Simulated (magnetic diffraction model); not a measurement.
**Which magnetic order? DyCuRh**

Space group Imma (no. 74), a = 5.3000 Å, b = 5.3120 Å, c = 7.4820 Å.

| site | atom | x | y | z |
| --- | --- | --- | --- | --- |
| 4e | Dy | 0 | 1/4 | 0.6282 |
| 4a | Rh | 0 | 1/2 | 0 |
| 4c | Cu | 3/4 | 1/4 | 1/4 |

The compound is invented for this exercise: a known structure type with other elements, its cell scaled to their sizes and not relaxed.

Only Dy is taken to order (form factors of Dy3+); orders and moment sizes are assumed, and not adapted to the symmetry. Radiation: neutrons of λ = 2.41 Å (absorption by Dy left out), 5° to 100°; isotropic B of 0.53 Å² (Dy), 0.66 Å² (Rh) and 0.79 Å² (Cu). The intensities are simulated: I ∝ L Σ (|F_N|² + |F_M⊥|²) for unpolarised neutrons, with F_M = 2.695 fm/μB × Σ f(s) S exp(2πi Q·r) exp(−B s²) at Q = H ± k (one set where k and −k are equivalent), only the part normal to Q counting and L = 1/(sin²θ cos θ). For collinear order S is the moment m, which repeats by lattice and centring translations R with the sign exp(−2πi k·R). Form factors are spin-only for 3d ions and dipole or tabulated for f ions, scattering lengths are Sears's of 1992, and absorption is left out. A label names one of the reflections at its angle. The strongest nuclear line in the range is 100, and lines under 0.2 are left out.

Above the ordering temperature:

```csv
2θ (°),index,I
32.31,(0 1 1),8.7
32.36,(1 0 1),14.5
37.58,(0 0 2),1.0
53.96,(0 2 0),29.6
54.09,(2 0 0),19.2
54.11,(1 1 2),96.2
64.34,(1 2 1),78.7
64.43,(2 1 1),100.0
64.52,(0 1 3),45.1
64.55,(1 0 3),43.5
67.61,(0 2 2),23.7
67.73,(2 0 2),19.3
79.93,(2 2 0),1.2
80.21,(0 0 4),0.6
88.75,(0 3 1),1.8
88.97,(1 2 3),7.9
88.99,(3 0 1),2.9
89.05,(2 1 3),2.2
92.08,(1 1 4),0.3
```

Below it (cell unchanged):

```csv
2θ (°),I
32.31,35.3
32.36,43.3
37.47,60.8
37.58,1.0
53.96,29.6
54.09,19.2
54.11,96.2
64.34,96.1
64.43,116.0
64.52,46.9
64.55,44.9
67.61,34.6
67.73,30.2
79.93,1.2
80.21,0.6
88.75,6.0
88.97,12.1
88.99,7.4
89.05,7.7
91.70,8.7
91.87,13.9
91.91,8.6
92.08,3.7
```

**Question.** Find the propagation vector, then choose among these models:
A. collinear moments along [001], 5.5 μB on Dy; signs + at (0, 1/4, 0.6282), − at (1/2, 1/4, 0.8718)
B. collinear moments along [010], 5.5 μB on Dy; signs + at (0, 1/4, 0.6282), − at (1/2, 1/4, 0.8718)
C. collinear moments along [001], 5.5 μB on Dy; signs + at (0, 1/4, 0.6282), + at (1/2, 1/4, 0.8718)
D. collinear moments along [010], 5.5 μB on Dy; signs + at (0, 1/4, 0.6282), + at (1/2, 1/4, 0.8718)

No line moves, and magnetic intensity falls on nuclear lines such as the one at 32.36°; new lines at (1 1 0), (1 3 0) and (3 1 0) have whole indices that obey the lattice centring, at places with no nuclear intensity to speak of, so the magnetic cell equals the chemical primitive cell: k = 0.

Magnetic intensity, observed (below minus above) and for each model:

| 2θ (°) | index | observed | A | B | C | D |
| --- | --- | --- | --- | --- | --- | --- |
| 32.31 | (0 1 1) | 26.6 | 26.6 | 13.4 | 28.8 | 14.5 |
| 32.36 | (1 0 1) | 28.8 | 28.8 | 43.2 | 26.6 | 39.9 |
| 37.47 | (1 1 0) | 60.8 | 60.8 | 30.4 | <0.2 | <0.2 |
| 37.58 | (0 0 2) | <0.2 | <0.2 | 30.1 | <0.2 | <0.2 |
| 54.11 | (1 1 2) | <0.2 | <0.2 | 0.1 | 27.0 | 40.7 |
| 67.73 | (2 0 2) | 10.9 | 10.9 | 16.4 | <0.2 | <0.2 |
| 91.87 | (2 2 2) | 13.8 | 13.8 | 10.4 | <0.2 | <0.2 |
| 92.08 | (1 1 4) | 3.4 | 3.4 | 15.4 | <0.2 | 0.1 |

Model A matches.

The absence at (0 0 2) is telling: Q lies along the moments there, so the part normal to Q vanishes.

The structure used: k = (0 0 0), collinear moments along [001], 5.5 μB on Dy; signs + at (0, 1/4, 0.6282), − at (1/2, 1/4, 0.8718).

[Logs are printed without paths, hosts, clocks, repeated set-up lines and the standing remarks that a program may print on its own settings, such as how far it seeks lower states.]
